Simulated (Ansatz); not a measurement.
Two G0W0 runs on ReS2 (P-1).

```cif
data_structure
_symmetry_space_group_name_H-M 'P 1'
_symmetry_Int_Tables_number 1
_cell_length_a 6.2990
_cell_length_b 6.4031
_cell_length_c 12.4647
_cell_angle_alpha 76.060
_cell_angle_beta 89.552
_cell_angle_gamma 61.231
_cell_volume 424.24
loop_
_atom_site_label
_atom_site_type_symbol
_atom_site_fract_x
_atom_site_fract_y
_atom_site_fract_z
_atom_site_occupancy
Re1 Re 0.18751 0.06517 0.24598 1
Re2 Re 0.31246 0.43474 0.25401 1
Re3 Re 0.76173 0.03641 0.24876 1
Re4 Re 0.68754 0.56526 0.74599 1
Re5 Re 0.81249 0.93483 0.75402 1
Re6 Re 0.26176 0.53650 0.74877 1
Re7 Re 0.73824 0.46350 0.25123 1
Re8 Re 0.23827 0.96359 0.75124 1
S9 S 0.90629 0.71288 0.15215 1
S10 S 0.60146 0.77916 0.87968 1
S11 S 0.36404 0.75275 0.13858 1
S12 S 0.14468 0.72171 0.89439 1
S13 S 0.35535 0.77837 0.60562 1
S14 S 0.13593 0.74716 0.36141 1
S15 S 0.63596 0.24725 0.86142 1
S16 S 0.86407 0.25284 0.63859 1
S17 S 0.10142 0.27908 0.37966 1
S18 S 0.59369 0.78703 0.34783 1
S19 S 0.09371 0.28712 0.84785 1
S20 S 0.40631 0.21297 0.65217 1
S21 S 0.85532 0.27829 0.10561 1
S22 S 0.64465 0.22163 0.39438 1
S23 S 0.39854 0.22084 0.12032 1
S24 S 0.89858 0.72092 0.62034 1
```

The structure was relaxed with LDA. The runs that relaxed it are not among those shown. Spin-orbit coupling is left out unless a run names it. PAW set soft_2, made with PBE.

The first (Ansatz 0.2.0; start LDA, 4×4×2 mesh, 1266 empty bands, screening to 120 eV; 1 × NVIDIA GB200 (shared by 2 runs) with 32 threads of Arm Neoverse V2, shared host) gave, on its mesh: starting gap 1.21 eV, G0W0 gap 1.68 eV, RPA ε∞ (mean) 11.81, 3.7 min.

Q: The second changes empty bands from 1266 to 588 and screening cutoff (eV) from 120.0 to 72. What does it give?

It gave: starting gap 1.21 eV, G0W0 gap 1.65 eV, RPA ε∞ (mean) 12.12, 60 s. The G0W0 gap moves by −0.04 eV, +0.00 eV from the start and −0.04 eV from the correction.

Limits: not at the basis limit; no spin polarisation; d states lean on the start; no spin-orbit coupling.

[Paths, hosts, dates, memory and timing lines, banners, echoed tables and standing remarks are left out of the program output.]

[Logs are printed without paths, hosts, clocks, repeated set-up lines and the standing remarks that a program may print on its own settings, such as how far it seeks lower states.]

[Runs of the session that timed out or met a known fault of the program may be left out.]

[Cells called generated may have been cut or substituted from an entry of the Crystallography Open Database or the Materials Project.]

[Hosts, paths, dates, database ids (printed as entryN), source tags and the programs' standing remarks are cut or masked in the printed files.]
